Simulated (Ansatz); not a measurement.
## CaCu3 (built on the sites of a database entry of MgAg3): phonons and vibrational spectra

Aim: the vibrations of CaCu3 (built on the sites of a database entry of MgAg3), their spectra, and whether the structure is stable.

Program: Ansatz 0.2.0. Level of theory: DFT LDA, scalar-relativistic, plane waves, PAW. Results are calculated unless marked as measured.

The structure was built from a prototype and need not be the compound's stable phase.

## (1) Set-up

Symmetry: Pm-3m, No. 221, cubic system. Conventional cell: a = 4.145 Å, b = 4.145 Å, c = 4.145 Å, α = 90.00°, β = 90.00°, γ = 90.00°. Ca has 12 Cu at 2.93 Å nearest. Nearest to Cu lie 4 Ca at 2.93 Å and 8 Cu at 2.93 Å. Farther neighbours are not listed.

As a file:

```cif
data_structure
_symmetry_space_group_name_H-M 'Pm-3m'
_symmetry_Int_Tables_number 221
_cell_length_a 4.1455
_cell_length_b 4.1455
_cell_length_c 4.1455
_cell_angle_alpha 90.000
_cell_angle_beta 90.000
_cell_angle_gamma 90.000
_cell_volume 71.24
loop_
_atom_site_label
_atom_site_type_symbol
_atom_site_symmetry_multiplicity
_atom_site_Wyckoff_symbol
_atom_site_fract_x
_atom_site_fract_y
_atom_site_fract_z
_atom_site_occupancy
Ca1 Ca 1 a 0.00000 0.00000 0.00000 1
Cu1 Cu 3 c 0.00000 0.50000 0.50000 1
```

## (2) Rough relaxation

A rough relaxation comes first, because large forces or stress need no tight tolerances yet.

The input, input.yaml:

```yaml
crystal:
  lattice:
    - [4.14547, 0.0, 0.0]
    - [0.0, 4.14547, 0.0]
    - [0.0, 0.0, 4.14547]
  atoms:
    - { symbol: Ca, position: [0.0, 0.0, 0.0] }
    - { symbol: Cu, position: [0.0, 0.5, 0.5] }
    - { symbol: Cu, position: [0.5, 0.0, 0.5] }
    - { symbol: Cu, position: [0.5, 0.5, 0.0] }
kpoints:
  mp_grid: { grid: [6, 6, 6] }
hamiltonian:
  xc: lda
scf:
  occupations: { method: gaussian, width: 0.1 }
output:
  forces: true
  stress: true
  eigenvalues: true
relax:
  adjacent_minimum: "off"
  f_tol: 0.05
  max_steps: 80
  cell: { stress_tol: 0.5 }
```

Started as:

```
ansatz run input.yaml --threads 8 --pin off --max-ram 14336MiB --backend cpu --events-out ev --progress --plain --runs-dir out
```

Numbers of over 12 decimals in the logs are rounded to 6 here.

Output:

```text
The last accepted step is kept in <dir> (removed where the run ends without a failure and the disk answers)
Engine: ansatz 0.2.0, aarch64-unknown-linux-gnu
Pseudopotentials: kind: paw
Pseudopotential: Ca, paw, valence charge 10, recommended cutoff 420 eV (normal), Ca.paw.azcp
Pseudopotential: Cu, paw, valence charge 19, recommended cutoff 420 eV (normal), Cu.paw.azcp
Functional definition: SPW92
  exchange = slater_x
[...]
F+E_penalty+E_count = -21438.91359075 eV   max|allowed force component| = 2.488e-29 eV/Å   (the final SCF, on the basis selected at the relaxed cell)
  cell:  # Å, volume = 59.8714 Å³
    - [3.912068, 0, 0]
    - [0, 3.912068, 0.0]
    - [0, 0.0, 3.912068]
  atoms:
    - { symbol: Ca, position: [0, 0, 0] }
    - { symbol: Cu, position: [0, 0.500000, 0.5] }
    - { symbol: Cu, position: [0.5, 0, 0.5] }
    - { symbol: Cu, position: [0.5, 0.500000, 0] }
[key lines of the parts left out:]
SCF converged after 6 iterations
Free energy (F): -21438.913591 eV
Fermi energy:    13.376809 eV
P = ⅓ Tr σ = -0.0195 GPa (-0.195 kbar)
```

The job ended after 5.1 s (8 threads of Arm Neoverse N1, shared host; peak memory 0.51 GiB; 32 s of CPU time).

Step by step:

```csv
step,energy less that of the first step (eV),largest force component (eV/Å),pressure (GPa),volume (Å³)
1,0.0000,0.0000,-10.05,71.24
2,-0.4141,0.0000,-1.96,61.32
3,-0.4224,0.0000,0.81,59.32
4,-0.4236,0.0000,0.00,59.87
5*,-0.4206,0.0000,-0.02,59.87
```

Relaxation steps marked * repeat the geometry before them on a plane-wave basis chosen anew for their cell, so energy and pressure can jump there.

The run keeps the 48 symmetry operations that it works with, so distortions that break them were not tested.

```csv
"conventional cell, symmetrised",before,after,change
a (Å),4.145,3.912,-5.6 %
b (Å),4.145,3.912,-5.6 %
c (Å),4.145,3.912,-5.6 %
volume (Å³/atom),17.81,14.97,-16.0 %
```

Final coordinates:

```xyz
4
Lattice="3.9121 0.0000 0.0000 0.0000 3.9121 0.0000 0.0000 0.0000 3.9121" Properties=species:S:1:pos:R:3 pbc="T T T"
Ca    0.0000    0.0000    0.0000
Cu    0.0000    1.9560    1.9560
Cu    1.9560    0.0000    1.9560
Cu    1.9560    1.9560    0.0000
```

Numbers from this step:

- pressure: -0.01947 GPa
- volume per atom: 14.97 Å³
- gap on the k-mesh: 0 eV

In this step the volume went from 17.81 to 14.97 Å³/atom.

## (3) Relaxation

Harmonic phonons are second derivatives at a point where the forces vanish, and they are wanted at zero stress, so atoms and cell are relaxed first.

The input, input.yaml:

```yaml
crystal:
  lattice:
    - [3.9120676297, 0.0, 0.0]
    - [0.0, 3.9120676297, 0.0]
    - [0.0, 0.0, 3.9120676297]
  atoms:
    - { symbol: Ca, position: [0.0, 0.0, 0.0] }
    - { symbol: Cu, position: [0.0, 0.5, 0.5] }
    - { symbol: Cu, position: [0.5, 0.0, 0.5] }
    - { symbol: Cu, position: [0.5, 0.5, 0.0] }
kpoints:
  mp_grid: { grid: [12, 12, 12] }
hamiltonian:
  xc: lda
scf:
  occupations: { method: gaussian, width: 0.1 }
output:
  forces: true
  stress: true
  eigenvalues: true
  write_density: true
  write_potential: true
  elf: true
  volumetric_format: npy
relax:
  adjacent_minimum: "off"
  f_tol: 0.005
  max_steps: 80
  cell: { stress_tol: 0.05 }
```

Output:

```text
[...]
Crystal: 4 atoms, lattice volume = 59.871 Å³
Basis set: ecut = 420 eV, 1189 PW (Γ)
Bands: 41, of which v1, the nominal top of the filled ones, is band 34 counted from 1 (33 counted from 0)
Symmetry: 48 space group operations
[...]
k-points: 84 of 1728
[...]
SCF iter   1: F=—  HF=-21438.939533 eV  |F-HF|=—  |Δ(HF+E_count)|=         —  Δρ=1.69e-2  dr2=7.74e-2  ethr=1.77e-3  ⟨swp⟩=8.2  Hψ=15061  notcnv=0  defer=2
[...]
SCF iter   7: F=-21438.917630 eV  HF=-21438.917630 eV  |F-HF|=2.45e-8  |Δ(HF+E_count)|=   2.00e-7  Δρ=1.16e-5  dr2=5.02e-8  ethr=1.49e-10  ⟨swp⟩=12.0  Hψ=24281  notcnv=0
SCF 1 converged in 7 iterations: F = -21438.917630 eV  dr2 = 5.02e-8
[...]
relax step   1: F+E_penalty+E_count = -21438.91762953 eV  Δ(F+E_penalty+E_count) = +0.000e0 eV  max|allowed force component| = 6.495e-29 eV/Å  Δτ_max = 0.0000 Å  P = -0.097 GPa  Ω = 59.871 Å³  (7 SCF iters, dr2 threshold 1.00e-7 eV, accepted)
Crystal: 4 atoms, lattice volume = 59.812 Å³
[...]
SCF iter   6: F=-21438.917671 eV  HF=-21438.917671 eV  |F-HF|=1.54e-9  |Δ(HF+E_count)|=   5.05e-9  Δρ=1.18e-6  dr2=1.67e-9  ethr=3.48e-11  ⟨swp⟩=6.9  Hψ=18032  notcnv=0
SCF 2 converged in 6 iterations: F = -21438.917671 eV  dr2 = 1.67e-9
[...]
relax step   2: F+E_penalty+E_count = -21438.91767076 eV  Δ(F+E_penalty+E_count) = -4.123e-5 eV  max|allowed force component| = 1.657e-29 eV/Å  Δτ_max = 0.0000 Å  P = -0.011 GPa  Ω = 59.812 Å³  energy of the carried Pulay correction = +2.123e-5 eV  (6 SCF iters, dr2 threshold 2.33e-8 eV, accepted)
[...]
SCF iter   6: F=-21438.917653 eV  HF=-21438.917653 eV  |F-HF|=3.64e-12  |Δ(HF+E_count)|=  7.28e-12  Δρ=1.23e-7  dr2=6.61e-12  ethr=1.00e-12  ⟨swp⟩=4.0  Hψ=14193  notcnv=0
SCF 3 converged in 6 iterations: F = -21438.917653 eV  dr2 = 6.61e-12
relax step   3: F+E_penalty+E_count = -21438.91765252 eV  Δ(F+E_penalty+E_count) = +1.824e-5 eV  max|allowed force component| = 1.459e-29 eV/Å  Δτ_max = 0.0000 Å  P = -0.011 GPa  Ω = 59.812 Å³  stress off target by 1.12e-2 GPa  SCF on the basis re-selected at this cell (its energy is not comparable with the rows above)  (6 SCF iters)
[...]
SCF converged after 6 iterations
Free energy (F): -21438.917653 eV
[...]
Internal energy: -21438.909303 eV  (E = F + TS)
E sigma→0 (E₀):  -21438.913478 eV
Entropy (-TS):   -0.008349 eV (-2.087 meV/atom)
Fermi energy:    13.399713 eV
[...]
--- Stress (GPa, compression-positive) ---
       -0.011231       0.000000       0.000000
        0.000000      -0.011231      -0.000000
        0.000000      -0.000000      -0.011231
  P = ⅓ Tr σ = -0.0112 GPa (-0.112 kbar)
--- Band table (eV; the first three rows and the last of 84) ---
  k-point 0: bands = [... 30 lower, 11.2770, 11.2770, 15.1573, 15.1573, 15.2524, 15.2524, 15.2524, 18.5843, ... 3 higher]
  k-point 1: bands = [... 30 lower, 11.2233, 11.2771, 14.2314, 15.1620, 15.2627, 15.2627, 16.0161, 18.5766, ... 3 higher]
  k-point 2: bands = [... 30 lower, 11.0776, 11.2772, 13.1796, 15.1759, 15.2690, 15.2690, 16.6611, 18.5687, ... 3 higher]
  k-point 83: bands = [... 30 lower, 11.1298, 12.2852, 13.6102, 13.6102, 13.6102, 13.7234, 13.7234, 13.7234, ... 3 higher]
--- Relaxed structure (2 steps of the walk, 2 accepted, 1 SCFs on fresh bases) ---
[...]
cell:  # Å, volume = 59.8119 Å³
    - [3.910771, 0, 0]
    - [0, 3.910771, 0.0]
    - [0, 0.0, 3.910771]
  atoms:
    - { symbol: Ca, position: [0, 0, 0] }
    - { symbol: Cu, position: [0, 0.5, 0.5] }
    - { symbol: Cu, position: [0.5, 0, 0.5] }
    - { symbol: Cu, position: [0.5, 0.5, 0] }
```

It took 9.3 s on 8 threads; peak memory 0.6 GiB; 69 s of CPU time.

Little changed from the start: no atom moved by 0.005 Å and no cell edge by 0.1 %.

This step gave:

```
pressure        : -0.01123 GPa
volume per atom : 14.95 Å³
```

Electrostatic potential energy in the ac plane at fractional y = 1.000, with atoms of Ca and Cu within 0.2 Å of it. With pseudopotentials it is smooth inside the atoms' cores, unlike the true potential.

Values in eV, 14 rows by 14 columns, each cell a mean:
```
-47 -43 -21  -1   9  14  15  15  15  13   7  -6 -30 -45
-35 -27 -10   4  11  14  15  15  15  13   9   1 -16 -30
 -9  -5   4   9  12  13  12  12  13  13  11   8   1  -6
  7   8  10  12  11   8   2   0   4   9  12  11   9   7
 12  13  13  12   7  -8 -21 -26 -19  -2   9  13  13  13
 15  15  14  11  -2 -27 -39 -41 -37 -19   4  13  15  15
 15  15  15  11  -7 -33 -42 -42 -41 -26   0  12  15  15
 15  15  14  11  -3 -29 -40 -42 -39 -21   2  12  15  15
 14  14  14  12   4 -15 -29 -33 -27  -8   8  13  14  14
  9  10  11  12  11   4  -3  -7  -2   7  11  12  11   9
 -3   0   6  10  12  12  11  11  11  12  12   9   4  -1
-26 -19  -5   6  11  14  14  15  14  13  10   4 -10 -21
-47 -40 -19   0  10  14  15  15  15  13   8  -5 -27 -43
-48 -47 -26  -3   9  14  15  15  15  12   7  -9 -35 -47
```
Columns run along a (3.9 Å; values clipped at the 3rd and 97th percentile), rows up along c (3.9 Å). Atoms in or near the plane, at fractional coordinates: Ca at (0.00, 0.00), Cu at (0.50, 0.50).

Valence density in the ac plane at fractional y = 1.000, with atoms of Ca and Cu within 0.2 Å of it. It is the smooth field of the valence electrons, not physical close to the nuclei.

Ten steps, logarithmic in the rise over the least value, from '0' (0 e/Å³) to '9' (57 e/Å³), each cell a mean:
```
54310000000234
43200000000123
21000000000012
00000011100000
00000244310000
00001478631000
00002689841000
00002578741000
00001356420000
00000122100000
11000000000001
33100000000023
54310000000134
55310000000245
```
Columns run along a (3.9 Å), rows up along c (3.9 Å). Atoms in or near the plane, at fractional coordinates: Ca at (0.00, 0.00), Cu at (0.50, 0.50).

ELF in the ac plane at fractional y = 1.000, with atoms of Ca and Cu within 0.2 Å of it. It is the smooth field of the valence electrons, not physical close to the nuclei.

Values, 14 rows by 14 columns, each cell a mean:
```
0.80 0.84 0.81 0.47 0.11 0.13 0.24 0.28 0.21 0.10 0.17 0.61 0.84 0.83
0.85 0.84 0.68 0.28 0.09 0.17 0.27 0.29 0.25 0.13 0.10 0.40 0.77 0.84
0.67 0.57 0.30 0.11 0.13 0.21 0.23 0.23 0.23 0.19 0.11 0.14 0.40 0.61
0.20 0.15 0.09 0.12 0.18 0.20 0.20 0.19 0.20 0.20 0.17 0.11 0.10 0.17
0.09 0.10 0.15 0.19 0.20 0.21 0.25 0.28 0.24 0.20 0.20 0.19 0.13 0.10
0.20 0.22 0.25 0.21 0.20 0.29 0.51 0.64 0.45 0.24 0.20 0.23 0.25 0.21
0.27 0.29 0.28 0.21 0.20 0.36 0.73 0.88 0.64 0.28 0.19 0.23 0.29 0.28
0.23 0.25 0.26 0.21 0.20 0.31 0.58 0.73 0.51 0.25 0.20 0.23 0.27 0.24
0.11 0.13 0.19 0.21 0.20 0.23 0.31 0.36 0.29 0.21 0.20 0.21 0.17 0.13
0.13 0.11 0.10 0.14 0.19 0.20 0.20 0.20 0.20 0.20 0.18 0.13 0.09 0.11
0.54 0.44 0.20 0.09 0.14 0.21 0.21 0.21 0.21 0.19 0.12 0.11 0.28 0.47
0.83 0.79 0.57 0.20 0.10 0.19 0.26 0.28 0.25 0.15 0.09 0.30 0.68 0.81
0.82 0.84 0.79 0.44 0.11 0.13 0.25 0.29 0.22 0.10 0.15 0.57 0.84 0.84
0.76 0.82 0.83 0.54 0.13 0.11 0.23 0.27 0.20 0.09 0.20 0.67 0.85 0.80
```
Columns run along a (3.9 Å), rows up along c (3.9 Å). Atoms in or near the plane, at fractional coordinates: Ca at (0.00, 0.00), Cu at (0.50, 0.50).

In this step the volume went from 14.97 to 14.95 Å³/atom.

## (4) Relaxing to small forces for the phonons

Phonons need a cell at rest on their own settings, so the relaxation is repeated with tight tolerances on forces and stress on the k mesh and occupations of the first response run.

The input, input.yaml:

```yaml
crystal:
  lattice:
    - [3.9107714151, 0.0, 0.0]
    - [0.0, 3.9107714151, 0.0]
    - [0.0, 0.0, 3.9107714151]
  atoms:
    - { symbol: Ca, position: [0.0, 0.0, 0.0] }
    - { symbol: Cu, position: [0.0, 0.5, 0.5] }
    - { symbol: Cu, position: [0.5, 0.0, 0.5] }
    - { symbol: Cu, position: [0.5, 0.5, 0.0] }
kpoints:
  mp_grid: { grid: [12, 12, 12] }
hamiltonian:
  xc: lda
scf:
  occupations: { method: methfessel_paxton, width: 0.2 }
output:
  forces: true
  stress: true
  eigenvalues: true
relax:
  adjacent_minimum: "off"
  f_tol: 0.001
  max_steps: 60
  cell: { stress_tol: 0.01 }
```

Output:

```text
[...]
Crystal: 4 atoms, lattice volume = 59.812 Å³
Basis set: ecut = 420 eV, 1189 PW (Γ)
Bands: 41, of which v1, the nominal top of the filled ones, is band 34 counted from 1 (33 counted from 0)
Symmetry: 48 space group operations
[...]
k-points: 84 of 1728
[...]
--- Relaxed structure (1 steps of the walk, 1 accepted, 1 SCFs on fresh bases) ---
[...]
cell:  # Å, volume = 59.8119 Å³
    - [3.9107714151, 0.0, 0.0]
    - [0.0, 3.9107714151, 0.0]
    - [0.0, 0.0, 3.9107714151]
  atoms:
    - { symbol: Ca, position: [0.0, 0.0, 0.0] }
    - { symbol: Cu, position: [0.0, 0.5, 0.5] }
    - { symbol: Cu, position: [0.5, 0.0, 0.5] }
    - { symbol: Cu, position: [0.5, 0.5, 0.0] }
[key lines of the parts left out:]
SCF converged after 7 iterations
Free energy (F): -21438.912794 eV
Fermi energy:    13.398445 eV
P = ⅓ Tr σ = -0.0082 GPa (-0.082 kbar)
```

Run time: 6.5 s. Hardware: 8 threads; peak memory 0.59 GiB; 47 s of CPU time.

Little changed from the start: no atom moved by 0.005 Å and no cell edge by 0.1 %.

This step gave:

| Item | Value |
| --- | --- |
| pressure | -0.008174 GPa |

The forces vanish by symmetry and the pressure is -0.008 GPa, within the tolerances set. The cell now holds 14.95 Å³/atom.

## (5) Zone-centre response

The zone centre comes first: it holds the modes that light can see, as far as symmetry allows. No field response is asked, since the mesh shows no gap.

Changes to input.yaml since step 4:

```diff
@@ -17,9 +17,4 @@
 output:
-  forces: true
-  stress: true
   eigenvalues: true
-relax:
-  adjacent_minimum: "off"
-  f_tol: 0.001
-  max_steps: 60
-  cell: { stress_tol: 0.01 }
+phonons:
+  method: dfpt
```

Output:

```text
zone centre: on kpoints.mp_grid the ground state, and the responses unless they are solved on pairs of k-points, stand on 343 of the mesh's 1728 k-points, reduced under 8 symmetry operations, with k and −k counted as one. Each operation leaves every solved displacement unchanged or reverses it
[...]
Crystal: 4 atoms, lattice volume = 59.812 Å³
Basis set: ecut = 420 eV, 1189 PW (Γ), exchange–correlation on 54×54×54 points (8 copies of the dense FFT grid, shifted against one another)
Bands: 41, of which v1, the nominal top of the filled ones, is band 34 counted from 1 (33 counted from 0)
Symmetry: 48 space group operations
k-points: 343 of 1728 (irreducible under 8 space group operations)
[...]
SCF iter   1: F=—  HF=-21438.934387 eV  |F-HF|=—  |Δ(HF+E_count)|=         —  Δρ=1.67e-2  dr2=7.52e-2  ethr=1.77e-3  ⟨swp⟩=8.0  Hψ=60356  notcnv=0
[...]
SCF iter  10: F=-21438.912795 eV  HF=-21438.912795 eV  |F-HF|=3.64e-12  |Δ(HF+E_count)|=  5.46e-11  S|Δr|=    0.00e0  Δρ=9.98e-8  dr2=7.25e-12  ethr=1.00e-12  ⟨swp⟩=8.2  Hψ=73708  notcnv=0
SCF 1 converged in 10 iterations: F = -21438.912795 eV  dr2 = 7.25e-12
[...]
DFPT response loops at Γ: preconditioner auto → Kerker (q_TF=auto, 2.780 Å⁻¹) (partly filled bands, converged f_vac=0.000); β = 1.00, the filter's whole step (`scf.mixing.beta` (0.50) is not read by the response loops under this deck's `scf.mixing.preconditioner`; to damp them name `kerker` or `kerker_dos`, under which they read `scf.mixing.beta`, and type it under 1.00, their step now; both keys bind the ground state too); Broyden in place of MSR1
SCF converged after 10 iterations
[...]
Free energy (F): -21438.912795 eV
[...]
Internal energy: -21438.914077 eV  (E = F + TS)
E sigma→0 (E₀):  -21438.913115 eV
Entropy (-TS):   0.001282 eV (0.321 meV/atom)
Fermi energy:    13.398445 eV
[...]
--- Band table (eV; the first three rows and the last of 343) ---
  k-point 0: bands = [... 30 lower, 11.2781, 11.2781, 15.1574, 15.1574, 15.2525, 15.2525, 15.2525, 18.5838, ... 3 higher]
  k-point 1: bands = [... 30 lower, 11.2244, 11.2782, 14.2316, 15.1621, 15.2628, 15.2628, 16.0162, 18.5761, ... 3 higher]
  k-point 2: bands = [... 30 lower, 11.0787, 11.2783, 13.1799, 15.1761, 15.2690, 15.2690, 16.6610, 18.5682, ... 3 higher]
  k-point 342: bands = [... 30 lower, 11.1308, 12.2854, 13.6107, 13.6107, 13.6107, 13.7234, 13.7234, 13.7234, ... 3 higher]
--- Phonons (Γ-DFPT): 3 representative perturbations + reference, on 343 of 1728 k-points (Σ response iterations 11) ---
  k mesh reduced under 8 symmetry operations, with k and −k counted as one. Each operation leaves every solved displacement unchanged or reverses it
  ASR residual: 9.866e-5 → 0.000e0 eV/Å²; symmetrization residual: 7.876e-6 eV/Å²
  ASR residual per site (eV/Å²): 9.87e-5 6.04e-5 6.04e-5 6.04e-5
  Γ frequencies (cm⁻¹): -48.49 -48.49 -48.49 0.00 0.00 0.00 143.74 143.74 143.74 258.06 258.06 258.06
  non-analytic LO–TO correction: not included (Born effective charges unavailable; polar crystals: no LO–TO splitting at Γ)
```

Wall time 98 s (8 threads); peak memory 2.6 GiB; 12 min of CPU time.

This step gave:

- sum-rule residual before enforcement: 9.87e-5 eV/Å²
- point group: m-3m
- highest optical mode at the zone centre (no LO-TO term): 258.1 cm⁻¹
- lowest optical zone-centre mode: -48.49 cm⁻¹

Patterns of degenerate modes are one choice out of their space. The modes at Γ (shares of kinetic energy by element, %) (negative means imaginary):

```csv
mode,frequency (cm⁻¹),symmetry,Ca %,Cu %
1,-48.5,T1u,10,90
2,-48.5,T1u,10,90
3,-48.5,T1u,10,90
4,0.0,acoustic,17,83
5,0.0,acoustic,17,83
6,0.0,acoustic,17,83
7,143.7,T2u,0,100
8,143.7,T2u,0,100
9,143.7,T2u,0,100
10,258.1,T1u,73,27
11,258.1,T1u,73,27
12,258.1,T1u,73,27
```

Displacements in mode 2 (-48.5 cm⁻¹), the largest set to 1:
```
Ca1 -0.06  0.02 -0.46
Cu2  0.13  0.01 -0.36
Cu3 -0.05 -0.04 -0.36
Cu4 -0.05  0.01  1.00
```

Displacements in mode 9 (143.7 cm⁻¹), the largest set to 1:
```
Ca1  0.00  0.00  0.00
Cu2  0.00  0.92  1.00
Cu3 -0.12  0.00 -1.00
Cu4  0.12 -0.92  0.00
```

Before it was imposed, the acoustic sum rule was missed by 9.9e-5 eV/Å². Small misses are needed for a sound result but don't prove that mesh and cutoff are converged. The lowest optical mode is imaginary, 48.5i cm⁻¹, so the energy falls along it.

(Continued in part 2 of 2.)

[Logs are printed without paths, hosts, clocks, repeated set-up lines and the standing remarks that a program may print on its own settings, such as how far it seeks lower states.]

[Hosts, paths, dates, database ids (printed as entryN), source tags and the programs' standing remarks are cut or masked in the printed files.]
